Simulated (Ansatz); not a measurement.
# How fast states decay through CsLi2Br2Cl

Wanted: the relaxed cell of CsLi2Br2Cl, its band edges and its decay constants. It is built by putting Cl for part of the Br in the CsLi2Br3 structure of space group Immm, with the volume rescaled by atomic radii. The parent structure comes from the Materials Project.

Calculated with Ansatz 0.2.0; r2SCAN DFT, plane waves, PAW files, in the first sound run; inputs show where later runs differ.

The structure was built from a prototype and need not be the compound's stable phase.

## Step 1: The starting structure

It takes space group Imm2 (No. 44, orthorhombic). The conventional cell has a = 4.613 Å, b = 5.583 Å, c = 13.084 Å, α = 90.00°, β = 90.00°, γ = 90.00°. Nearest to Cs lie 8 Br at 3.62 to 4.60 Å and 4 Cl at 3.70 to 4.60 Å and 10 Li at 4.04 to 4.40 Å and 2 Cs at 4.61 Å. Nearest to Li lie 3 Br at 2.50 to 2.58 Å and 2 Cl at 2.82 Å. Nearest to Li lie 3 Br at 2.50 to 2.82 Å and 2 Cl at 2.58 Å. Cl has 4 Li at 2.58 to 2.82 Å and 2 Cs at 3.70 Å nearest. Nearest to Br lie 4 Li at 2.58 to 2.82 Å and 4 Cs at 3.70 to 4.60 Å. Nearest to Br lie 2 Li at 2.50 Å and 4 Cs at 3.62 Å. It derives from CsLi2Br3. Cl for part of the Br in the CsLi2Br3 structure of space group Immm. Farther neighbours and most contacts between anions are not listed.

## Step 2: Relaxing the new crystal

The substituted atoms don't fit the parent's cell, so cell and atoms relax together. A small smearing keeps the run stable in case the gap closes on the way.

The input, input.yaml:

```yaml
crystal:
  lattice:
    - [-2.3067184011, 2.7917442265, 6.5420085208]
    - [2.3067184011, -2.7917442265, 6.5420085208]
    - [2.3067184011, 2.7917442265, -6.5420085208]
  atoms:
    - { symbol: Cs, position: [0.0, 0.5, 0.5] }
    - { symbol: Li, position: [0.30865505, 0.80865505, 0.5] }
    - { symbol: Li, position: [0.69134495, 0.19134495, 0.5] }
    - { symbol: Cl, position: [0.77909007, 0.77909007, 0.0] }
    - { symbol: Br, position: [0.22090993, 0.22090993, 0.0] }
    - { symbol: Br, position: [0.5, 0.0, 0.5] }
kpoints:
  mp_grid: { grid: [6, 6, 6] }
scf:
  occupations: { method: gaussian, width: 0.03 }
hamiltonian:
  xc: r2scan
output:
  forces: true
  stress: true
relax:
  f_tol: 0.02
  max_steps: 60
  cell: {}
```

On the command line:

```sh
$ ansatz run input.yaml --threads 2 --pin off --max-ram 4096MiB --backend cpu --events-out ev --progress --plain --runs-dir out
```

Numbers of over 12 decimals in the logs are rounded to 6 here.

What it wrote:

```text
basis.fft_grid_basis auto: the FFT boxes are laid along the combinations [[1, 0, 1], [0, 1, 1], [0, 0, 1]] of the cell's own vectors, 5.583, 4.613 and 7.477 Å long. The dense box has 45×36×60 points. Along the cell's own vectors, as sized, it would have 60×60×60, 2.22 times as many. Of the 4 symmetry operations that the crystal satisfies within crystal.symmetry.tolerance (time reversal apart; of a slab, those that ke [...]
Engine: ansatz 0.2.0, aarch64-unknown-linux-gnu
Pseudopotentials: kind: paw
Pseudopotential: Cs, paw, valence charge 9, recommended cutoff 500 eV (meta_gga), Cs.paw.azcp
Pseudopotential: Li, paw, valence charge 3, recommended cutoff 500 eV (meta_gga), Li.paw.azcp
Pseudopotential: Cl, paw, valence charge 7, recommended cutoff 500 eV (meta_gga), Cl.paw.azcp
Pseudopotential: Br, paw, valence charge 7, recommended cutoff 500 eV (meta_gga), Br.paw.azcp
Functional definition: r2SCAN
  parameter k0 = 0.174
  parameter k1 = 0.065
  parameter a1 = 4.9479
  exchange = r2scan_x(k0 = k0, k1 = k1, a1 = a1)
  correlation = r2scan_c
Crystal: 6 atoms, lattice volume = 168.516 Å³
Basis set: ecut = 500 eV, 4297 PW (Γ), FFT grids on a1+a3, a2+a3, a3, exchange–correlation on 180×144×240 points (64 copies of the dense FFT grid, shifted against one another)
Bands: 24, of which v1, the nominal top of the filled ones, is band 18 counted from 1 (17 counted from 0)
Symmetry: 4 space group operations
Space group: Imm2 (ITA 44), of the structure as read, at distance tolerance 5.5e-5 Å
k-points: 46 of 216 (time reversal used)
Non-local potential: Cs, projectors of the file, l = 0: 3, l = 1: 2, l = 2: 2, l = 3: 2
Non-local potential: Li, projectors of the file, l = 0: 3, l = 1: 2, l = 2: 1
Non-local potential: Cl, projectors of the file, l = 0: 2, l = 1: 2, l = 2: 2
Non-local potential: Br, projectors of the file, l = 0: 2, l = 1: 2, l = 2: 2
PAW form: soft (Blöchl's): semilocal exchange-correlation on the pseudo side does not see the compensation charge
PAW frozen core: Cs, regenerated for the run's functional (the file was generated under x = pbe(κ = 0.804, μ = 0.219515), c = pbe(β = 0.066725))
PAW frozen core: Cl, regenerated for the run's functional (the file was generated under x = pbe(κ = 0.804, μ = 0.219515), c = pbe(β = 0.066725))
PAW frozen core: Br, regenerated for the run's functional (the file was generated under x = pbe(κ = 0.804, μ = 0.219515), c = pbe(β = 0.066725))
PAW one-centre angular grid: Cs, 302 points (default); XC on 160 Gauss nodes
PAW one-centre angular grid: Li, 302 points (default); XC on 327 of its mesh's 2665 points in the sphere
PAW one-centre angular grid: Cl, 302 points (default); XC on 160 Gauss nodes
PAW one-centre angular grid: Br, 302 points (default); XC on 160 Gauss nodes
Initial density: superposition of atomic densities (neutral atoms: chi_scale 0, normalization atom), corrected by the library's trained network
Initial wavefunctions: pseudopotential atomic-orbital guess
Functional: x = r2scan, c = r2scan; τ floored in thin density (d = 2e-4 eV/Å³)
SCF iter   1: F=—  HF=-12776.928761 eV  |F-HF|=—  |Δ(HF+E_count)|=         —  Δρ=2.99e-3  dr2=1.59e-2  dr2_τ=7.26e-3  ethr=1.77e-3  ⟨swp⟩=9.8  Hψ=6609  notcnv=0
preconditioner: auto → Resta (q_TF=auto, 2.109 Å⁻¹)  ε∞=2.6  [insulator: Δε(μ)=5.428 eV  Ē_g=12.253 eV  σ=0.030 eV  W_gap=1.00  n_scr=32 (ndim 8)  ℏωp=15.7 eV  f_vac=0.008  D(μ)=0.00/eV (n_scr^D=0)  ε∞_Penn≈2.6]
SCF iter   2: F=—  HF=-12776.984262 eV  |F-HF|=—  |Δ(HF+E_count)|=   5.55e-2  Δρ=1.51e-3  dr2=4.01e-3  dr2_τ=1.51e-4  ethr=4.41e-5  ⟨swp⟩=3.0  Hψ=2670  notcnv=0  defer=67
SCF iter   3: F=—  HF=-12776.983931 eV  |F-HF|=—  |Δ(HF+E_count)|=   3.31e-4  Δρ=3.10e-4  dr2=1.54e-4  dr2_τ=3.08e-5  ethr=1.11e-5  ⟨swp⟩=2.2  Hψ=1992  notcnv=0  defer=21
automatic band count: iteration 3 solves 23 bands in place of 24: the levels show a gap, and the empty bands left out lie too high to hold charge; the band table lists the bands solved (type scf.n_extra_bands for more)
SCF iter   4: F=—  HF=-12776.983991 eV  |F-HF|=—  |Δ(HF+E_count)|=   5.99e-5  Δρ=7.49e-5  dr2=1.14e-5  dr2_τ=9.93e-7  ethr=4.27e-7  ⟨swp⟩=2.0  Hψ=1623  notcnv=0  defer=21
SCF iter   5: F=—  HF=-12776.984043 eV  |F-HF|=—  |Δ(HF+E_count)|=   5.17e-5  Δρ=1.35e-5  dr2=3.73e-7  dr2_τ=1.88e-8  ethr=3.17e-8  ⟨swp⟩=2.0  Hψ=1767  notcnv=0  defer=21
SCF iter   6: F=-12776.984043 eV  HF=-12776.984043 eV  |F-HF|=5.72e-9  |Δ(HF+E_count)|=   4.10e-7  Δρ=2.39e-6  dr2=1.03e-8  dr2_τ=9.52e-10  ethr=2.78e-10  ⟨swp⟩=5.0  Hψ=4372  notcnv=0
SCF 1 converged in 6 iterations: F = -12776.984043 eV  dr2 = 1.03e-8
  greatest PAW one-centre occupation: 0.999 electrons in one spin orbital (limit 2), on the Li atom at site 2 (counted from 0), in its partial waves of l = 0
relax step   1: F+E_penalty+E_count = -12776.98404297 eV  Δ(F+E_penalty+E_count) = +0.000e0 eV  max|allowed force component| = 2.439e-1 eV/Å  Δτ_max = 0.0000 Å  P = -0.283 GPa  Ω = 168.516 Å³  (6 SCF iters, dr2 threshold 1.00e-7 eV, accepted)
Crystal: 6 atoms, lattice volume = 166.411 Å³
Basis set: ecut = 500 eV, 4217 PW (Γ), FFT grids on a1+a3, a2+a3, a3, exchange–correlation on 180×144×240 points (64 copies of the dense FFT grid, shifted against one another)
Initial density: handed on by an earlier stage of this run
Initial wavefunctions: those handed on with the density
iter 1 solved again at ethr=6.61e-5 eV; its pass at ethr=3.10e-3 eV (dr2=2.38e-2 eV) is discarded
SCF iter   1: F=—  HF=-12776.997597 eV  |F-HF|=—  |Δ(HF+E_count)|=         —  Δρ=2.75e-3  dr2=2.38e-2  dr2_τ=2.87e-2  ethr=6.61e-5  ⟨swp⟩=1.4  Hψ=6178  notcnv=0
automatic band count: iteration 1 solves 21 bands in place of 24: the levels show a gap, and the empty bands left out lie too high to hold charge; the band table lists the bands solved (type scf.n_extra_bands for more)
preconditioner: auto → Resta (q_TF=auto, 2.114 Å⁻¹)  ε∞=2.8  [insulator: Δε(μ)=5.408 eV  Ē_g=11.643 eV  σ=0.030 eV  W_gap=1.00  n_scr=32 (ndim 8)  ℏωp=15.8 eV  f_vac=0.006  D(μ)=0.00/eV (n_scr^D=0)  ε∞_Penn≈2.8]
SCF iter   2: F=—  HF=-12777.003532 eV  |F-HF|=—  |Δ(HF+E_count)|=   5.93e-3  Δρ=1.25e-3  dr2=3.22e-3  dr2_τ=1.90e-4  ethr=6.60e-5  ⟨swp⟩=3.0  Hψ=2001  notcnv=0
SCF iter   3: F=—  HF=-12777.003416 eV  |F-HF|=—  |Δ(HF+E_count)|=   1.15e-4  Δρ=3.28e-4  dr2=1.73e-4  dr2_τ=8.68e-6  ethr=8.95e-6  ⟨swp⟩=2.0  Hψ=1656  notcnv=0
SCF iter   4: F=—  HF=-12777.003535 eV  |F-HF|=—  |Δ(HF+E_count)|=   1.19e-4  Δρ=5.71e-5  dr2=8.57e-6  dr2_τ=1.34e-6  ethr=4.82e-7  ⟨swp⟩=2.7  Hψ=1919  notcnv=0
SCF iter   5: F=—  HF=-12777.003536 eV  |F-HF|=—  |Δ(HF+E_count)|=   1.09e-6  Δρ=1.90e-5  dr2=6.78e-7  dr2_τ=3.71e-8  ethr=2.38e-8  ⟨swp⟩=2.0  Hψ=1554  notcnv=0
SCF iter   6: F=-12777.003537 eV  HF=-12777.003537 eV  |F-HF|=1.14e-8  |Δ(HF+E_count)|=   5.05e-7  Δρ=3.82e-6  dr2=2.31e-8  dr2_τ=3.46e-9  ethr=1.67e-9  ⟨swp⟩=4.6  Hψ=3599  notcnv=0
SCF 2 converged in 6 iterations: F = -12777.003537 eV  dr2 = 2.31e-8
relax step   2: F+E_penalty+E_count = -12777.00353691 eV  Δ(F+E_penalty+E_count) = -1.949e-2 eV  max|allowed force component| = 6.529e-2 eV/Å  Δτ_max = 0.0778 Å  P = -0.084 GPa  Ω = 166.411 Å³  energy of the carried Pulay correction = +1.692e-4 eV  (6 SCF iters, dr2 threshold 6.00e-7 eV, accepted)
Crystal: 6 atoms, lattice volume = 165.565 Å³
Basis set: ecut = 500 eV, 4189 PW (Γ), FFT grids on a1+a3, a2+a3, a3, exchange–correlation on 180×144×240 points (64 copies of the dense FFT grid, shifted against one another)
iter 1 solved again at ethr=5.25e-6 eV; its pass at ethr=3.10e-3 eV (dr2=1.89e-3 eV) is discarded
SCF iter   1: F=—  HF=-12777.000674 eV  |F-HF|=—  |Δ(HF+E_count)|=         —  Δρ=7.31e-4  dr2=1.95e-3  dr2_τ=1.53e-2  ethr=5.25e-6  ⟨swp⟩=2.3  Hψ=6206  notcnv=0
automatic band count: iteration 1 solves 21 bands in place of 24: the levels show a gap, and the empty bands left out lie too high to hold charge; the band table lists the bands solved (type scf.n_extra_bands for more)
preconditioner: auto → Resta (q_TF=auto, 2.116 Å⁻¹)  ε∞=2.8  [insulator: Δε(μ)=5.440 eV  Ē_g=11.663 eV  σ=0.030 eV  W_gap=1.00  n_scr=32 (ndim 8)  ℏωp=15.8 eV  f_vac=0.006  D(μ)=0.00/eV (n_scr^D=0)  ε∞_Penn≈2.8]
SCF iter   2: F=—  HF=-12777.006009 eV  |F-HF|=—  |Δ(HF+E_count)|=   5.33e-3  Δρ=4.10e-4  dr2=6.54e-4  dr2_τ=1.17e-5  ethr=5.25e-6  ⟨swp⟩=2.1  Hψ=1844  notcnv=0
SCF iter   3: F=—  HF=-12777.005853 eV  |F-HF|=—  |Δ(HF+E_count)|=   1.55e-4  Δρ=1.40e-4  dr2=6.42e-5  dr2_τ=1.95e-6  ethr=1.82e-6  ⟨swp⟩=2.0  Hψ=1518  notcnv=0
SCF iter   4: F=—  HF=-12777.005925 eV  |F-HF|=—  |Δ(HF+E_count)|=   7.19e-5  Δρ=4.62e-5  dr2=3.05e-6  dr2_τ=1.63e-7  ethr=1.78e-7  ⟨swp⟩=2.0  Hψ=1518  notcnv=0
SCF iter   5: F=-12777.005928 eV  HF=-12777.005928 eV  |F-HF|=9.05e-8  |Δ(HF+E_count)|=   2.85e-6  Δρ=1.02e-5  dr2=1.77e-7  dr2_τ=7.91e-9  ethr=7.40e-10  ⟨swp⟩=4.4  Hψ=4724  notcnv=0
SCF 3 converged in 5 iterations: F = -12777.005928 eV  dr2 = 1.77e-7
relax step   3: F+E_penalty+E_count = -12777.00592825 eV  Δ(F+E_penalty+E_count) = -2.391e-3 eV  max|allowed force component| = 4.207e-2 eV/Å  Δτ_max = 0.0359 Å  P = +0.046 GPa  Ω = 165.565 Å³  energy of the carried Pulay correction = +2.378e-4 eV  (5 SCF iters, dr2 threshold 2.66e-7 eV, accepted)
[...]
relax step   4: F+E_penalty+E_count = -12777.00655664 eV  Δ(F+E_penalty+E_count) = -6.284e-4 eV  max|allowed force component| = 6.992e-3 eV/Å  Δτ_max = 0.0138 Å  P = +0.005 GPa  Ω = 165.829 Å³  energy of the carried Pulay correction = +2.164e-4 eV  (5 SCF iters, dr2 threshold 1.11e-7 eV, accepted)
[...]
relax step   5: F+E_penalty+E_count = -12777.00674137 eV  Δ(F+E_penalty+E_count) = -1.847e-4 eV  max|allowed force component| = 3.017e-3 eV/Å  Δτ_max = 0.0070 Å  P = -0.002 GPa  Ω = 165.908 Å³  energy of the carried Pulay correction = +2.099e-4 eV  (7 SCF iters, accepted)
[...]
relax step   6: F+E_penalty+E_count = -12777.00696681 eV  Δ(F+E_penalty+E_count) = -2.254e-4 eV  max|allowed force component| = 2.391e-3 eV/Å  Δτ_max = 0.0072 Å  P = +0.012 GPa  Ω = 165.921 Å³  energy of the carried Pulay correction = +2.089e-4 eV  (5 SCF iters, dr2 threshold 7.72e-9 eV, accepted)
Initial wavefunctions: pseudopotential atomic-orbital guess (no wavefunctions were taken with the density)
iter 1 solved again at ethr=2.60e-7 eV; its pass at ethr=3.10e-3 eV (dr2=9.36e-5 eV) is discarded
SCF iter   1: F=—  HF=-12777.006712 eV  |F-HF|=—  |Δ(HF+E_count)|=         —  Δρ=1.57e-5  dr2=2.63e-8  dr2_τ=1.48e-7  ethr=2.60e-7  ⟨swp⟩=3.5  Hψ=9966  notcnv=0
eigensolver tolerance schedule: the retry pair's looser diagonalisation over-reported the residual by 3558.40 of it (diagonalisation noise at 0.43 of the residual, at the tolerance the schedule requests for it); recorded, not acted on — ethr = c·dr2/N_el stays at c = 1.0e-1
preconditioner: auto → Resta (q_TF=auto, 2.115 Å⁻¹)  ε∞=2.7  [insulator: Δε(μ)=5.432 eV  Ē_g=12.244 eV  σ=0.030 eV  W_gap=1.00  n_scr=32 (ndim 8)  ℏωp=15.8 eV  f_vac=0.008  D(μ)=0.00/eV (n_scr^D=0)  ε∞_Penn≈2.7]
SCF iter   2: F=—  HF=-12777.006758 eV  |F-HF|=—  |Δ(HF+E_count)|=   4.62e-5  Δρ=8.11e-6  dr2=7.41e-9  dr2_τ=3.26e-8  ethr=7.30e-11  ⟨swp⟩=3.8  Hψ=2663  notcnv=0
SCF iter   3: F=—  HF=-12777.006758 eV  |F-HF|=—  |Δ(HF+E_count)|=   1.53e-7  Δρ=8.17e-7  dr2=7.35e-10  dr2_τ=2.82e-10  ethr=2.06e-11  ⟨swp⟩=2.0  Hψ=1797  notcnv=0
SCF iter   4: F=—  HF=-12777.006758 eV  |F-HF|=—  |Δ(HF+E_count)|=  6.49e-10  Δρ=2.59e-7  dr2=1.08e-10  dr2_τ=1.70e-11  ethr=2.04e-12  ⟨swp⟩=2.0  Hψ=1612  notcnv=0
SCF iter   5: F=-12777.006758 eV  HF=-12777.006758 eV  |F-HF|=3.64e-12  |Δ(HF+E_count)|=  1.27e-11  Δρ=3.11e-8  dr2=1.86e-12  dr2_τ=3.58e-13  ethr=1.00e-12  ⟨swp⟩=5.0  Hψ=4070  notcnv=0
SCF 7 converged in 5 iterations: F = -12777.006758 eV  dr2 = 1.86e-12
relax step   7: F+E_penalty+E_count = -12777.00675794 eV  Δ(F+E_penalty+E_count) = +2.089e-4 eV  max|allowed force component| = 2.401e-3 eV/Å  Δτ_max = 0.0000 Å  P = +0.011 GPa  Ω = 165.921 Å³  stress off target by 3.54e-2 GPa  SCF on the basis re-selected at this cell (its energy is not comparable with the rows above)  (5 SCF iters)
basis re-selected at this cell: Δ(F+E_penalty+E_count) = +2.089e-4 eV, ΔP = -0.000 GPa vs the last step (what re-selecting the basis moved, of the pressure what is left beyond the Pulay correction that the steps carried, after the strain that the cell walked since its last selection, with what the two solves' SCF thresholds leave and, on support functions, any second-order correction that the steps lacked; it is no m [...]
SCF converged after 5 iterations
Free energy (F): -12777.006758 eV
Harris-Foulkes:  -12777.006758 eV  (|F-HF|=3.64e-12)
Internal energy: -12777.006758 eV  (E = F + TS)
E sigma→0 (E₀):  -12777.006758 eV
Fermi energy:    4.290998 eV
--- Per-component energies (eV) ---
  E_band       = -304.530179
  E_kinetic    = 617.417401
  E_local      = -1163.350078  (includes V_loc(G=0)·N_el)
  E_nonlocal   = 130.930302
  E_hartree    = 343.480405
  E_xc         = -792.270084
  E_vxc        = -535.762929  (∫ρ·V_xc dr)
  E_paw        = -10343.761500  (= ΣΔE_a)
  E_vpaw       = -68.189749  (= ΣTr[D̂ρ^β])
  E_aug_tail   = -0.000168  (compensation charges beyond the density's cutoff)
  E_vtau       = 27.464238  (kinetic-family band-sum trace: ∫τ·v_τ [+ j·A + Jᵃ·Aᵃ] dr)
  E_ewald      = -1569.050121
  E_core_change = -0.402915  (= ΣΔE_core)
  E_smearing   = -0.000000  (= −TS)
  E_closure    = 0.000000  (closes the sum)
  Σ components = -12777.006758   (vs F -12777.006758, Δ=0.00e0)
--- Forces (eV/Å), atoms counted from 1 ---
  atom   1  Cs     0.00000000     0.00000000    -0.00091630
  atom   2  Li     0.00000000     0.00000000    -0.00181902
  atom   3  Li     0.00000000     0.00000000     0.00127297
  atom   4  Cl     0.00000000     0.00000000     0.00236331
  atom   5  Br     0.00000000     0.00000000     0.00030091
  atom   6  Br     0.00000000     0.00000000    -0.00143079
  max |Σ_I F_I| component: 2.29e-4 eV/Å
--- Stress (GPa, compression-positive) ---
        0.002281       0.000000       0.000000
        0.000000       0.035390       0.000000
        0.000000       0.000000      -0.003276
  P = ⅓ Tr σ = 0.0115 GPa (0.115 kbar)
--- Relaxed structure (6 steps of the walk, 6 accepted, 1 SCFs on fresh bases) ---
  F+E_penalty+E_count = -12777.00675794 eV   max|allowed force component| = 2.401e-3 eV/Å   (the final SCF, on the basis selected at the relaxed cell)
  cell:  # Å, volume = 165.9212 Å³
    - [-2.271836, 2.786117, 6.553382]
    - [2.271836, -2.786117, 6.553382]
    - [2.271836, 2.786117, -6.553382]
  atoms:
    - { symbol: Cs, position: [-0.00687539, 0.493125, 0.5] }
    - { symbol: Li, position: [0.308399, 0.808399, 0.500000] }
    - { symbol: Li, position: [0.698053, 0.198053, 0.500000] }
    - { symbol: Cl, position: [0.778023, 0.778023, 0.0] }
    - { symbol: Br, position: [0.221211, 0.221211, 0.0] }
    - { symbol: Br, position: [0.501189, 0.0011894, 0.5] }
```

Wall time 93 s (2 threads of Arm Neoverse V2, shared host); peak memory 0.88 GiB.

Relaxation path:

| step | energy less that of the first step (eV) | largest force component (eV/Å) | pressure (GPa) | volume (Å³) |
| --- | --- | --- | --- | --- |
| 1 | 0.0000 | 0.2439 | -0.28 | 168.52 |
| 2 | -0.0195 | 0.0653 | -0.08 | 166.41 |
| 3 | -0.0219 | 0.0421 | 0.05 | 165.57 |
| 4 | -0.0225 | 0.0070 | 0.01 | 165.83 |
| 5 | -0.0227 | 0.0030 | 0.00 | 165.91 |
| 6 | -0.0229 | 0.0024 | 0.01 | 165.92 |
| 7* | -0.0227 | 0.0024 | 0.01 | 165.92 |

Relaxation steps marked * repeat the geometry before them on a plane-wave basis chosen anew for their cell, so energy and pressure can jump there.

The run keeps the 4 symmetry operations that it works with, so distortions that break them were not tested.

```
conventional cell, symmetrised  before   after  change
                         a (Å)   4.613   4.544  -1.5 %
                         b (Å)   5.583   5.572  -0.2 %
                         c (Å)  13.084  13.107  +0.2 %
              volume (Å³/atom)   28.09   27.65  -1.5 %
```

The atoms that moved most (Å, as changes of fractional coordinates times the final cell):

```csv
atom,dx,dy,dz,length
Cs1,0.000,0.000,-0.090,0.090
Li3,0.000,0.000,0.088,0.088
Br6,0.000,0.000,0.016,0.016
Cl4,0.000,0.000,-0.014,0.014
```

The relaxed structure:

```xyz
6
Lattice="-2.2718 2.7861 6.5534 2.2718 -2.7861 6.5534 2.2718 2.7861 -6.5534" Properties=species:S:1:pos:R:3 pbc="T T T"
Cs    2.2718    0.0000   -0.0901
Li    2.2718    0.0000    4.0421
Li    0.0000    2.7861    2.5958
Cl    0.0000    0.0000   10.1974
Br    0.0000    0.0000    2.8994
Br    0.0000    2.7861    0.0156
```

Numbers from this step:

| Property | Result |
| --- | --- |
| free energy | -12777.0068 eV |
| Fermi energy | 4.291 eV |
| pressure | 0.01146 GPa |

The largest force component on a free atom ends at 0.0024 eV/Å.

## Step 3: Band edges

The energy window and the wavevectors of the next steps follow from the band edges, so these are searched first, off the mesh as well.

The input, input.yaml:

```yaml
crystal:
  lattice:
    - [-2.2718362431, 2.7861171938, 6.5533815312]
    - [2.2718362431, -2.7861171938, 6.5533815312]
    - [2.2718362431, 2.7861171938, -6.5533815312]
  atoms:
    - { symbol: Cs, position: [-0.0068753936, 0.4931246064, 0.5] }
    - { symbol: Li, position: [0.3083990112, 0.8083990112, 0.5] }
    - { symbol: Li, position: [0.6980531164, 0.1980531164, 0.5] }
    - { symbol: Cl, position: [0.7780233518, 0.7780233518, 0.0] }
    - { symbol: Br, position: [0.2212105173, 0.2212105173, 0.0] }
    - { symbol: Br, position: [0.5011893969, 0.0011893969, 0.5] }
kpoints:
  mp_grid: { grid: [6, 6, 6] }
  band_path: { path: [VBM, CBM], npoints: 30 }
scf:
  occupations: { method: fixed }
hamiltonian:
  xc: r2scan
output:
  eigenvalues: true
  write_potential: true
  write_density: true
  volumetric_format: npy
```

What it wrote:

```text
[...]
Crystal: 6 atoms, lattice volume = 165.921 Å³
Basis set: ecut = 500 eV, 4213 PW (Γ), exchange–correlation on 240×240×240 points (64 copies of the dense FFT grid, shifted against one another)
Bands: 24, of which v1, the nominal top of the filled ones, is band 18 counted from 1 (17 counted from 0)
Symmetry: 4 space group operations
[...]
k-points: 46 of 216 (time reversal used)
[...]
SCF iter   1: F=—  HF=-12776.950908 eV  |F-HF|=—  |Δ(HF+E_count)|=         —  Δρ=3.00e-3  dr2=1.56e-2  dr2_τ=7.39e-3  ethr=1.77e-3  ⟨swp⟩=5.5  Hψ=5157  notcnv=0  defer=143
[...]
SCF iter   6: F=-12777.006758 eV  HF=-12777.006758 eV  |F-HF|=4.76e-9  |Δ(HF+E_count)|=   4.07e-7  Δρ=2.27e-6  dr2=8.98e-9  dr2_τ=6.96e-10  ethr=2.78e-10  ⟨swp⟩=12.1  Hψ=6315  notcnv=0
SCF 1 converged in 6 iterations: F = -12777.006758 eV  dr2 = 8.98e-9
[...]
NSCF: frozen V_eff on 46 k-points
[...]
SCF converged after 6 iterations
Free energy (F): -12777.006758 eV
[...]
Internal energy: -12777.006758 eV  (E = F + TS)
E sigma→0 (E₀):  -12777.006758 eV
Fermi energy:    1.575028 eV
[...]
--- Band table (eV; the first three rows and the last of 46) ---
  k-point 0: bands = [... 14 lower, 0.8646, 1.1237, 1.2699, 1.5750, 7.0070, 7.8943, 8.5370, 8.9560, ... 2 higher]
  k-point 1: bands = [... 14 lower, 0.7727, 0.9984, 1.1827, 1.4080, 7.6907, 8.4559, 9.0368, 9.0940, ... 2 higher]
  k-point 2: bands = [... 14 lower, 0.7499, 0.8132, 1.2065, 1.3340, 8.1734, 8.7489, 8.9036, 9.8777, ... 2 higher]
  k-point 45: bands = [... 14 lower, 0.8313, 1.1501, 1.2816, 1.3346, 7.3030, 8.2397, 8.2556, 8.5402, ... 2 higher]
```

Wall time 41 s (2 threads); peak memory 1.1 GiB.

This step gave:

- Fermi energy: 1.575 eV
- gap on the k-mesh: 5.432 eV
- gap on path: 5.432 eV, by band count; negative where bands overlap
- direct gap on path: 5.432 eV
- edge places on path: 0, 0 1/A along the path

Levels at VBM (eV): -6.54, -6.50, -6.29, -2.34, -1.96, -1.95, -1.01, -0.72, -0.71, -0.45, -0.31, 0.00, 5.43, 6.32, 6.96, 7.38, 7.82.

The searched edges give 5.43 eV, as on the mesh.

(Continued in part 2 of 2.)

[Logs are printed without paths, hosts, clocks, repeated set-up lines and the standing remarks that a program may print on its own settings, such as how far it seeks lower states.]

[Hosts, paths, dates, database ids (printed as entryN), source tags and the programs' standing remarks are cut or masked in the printed files.]
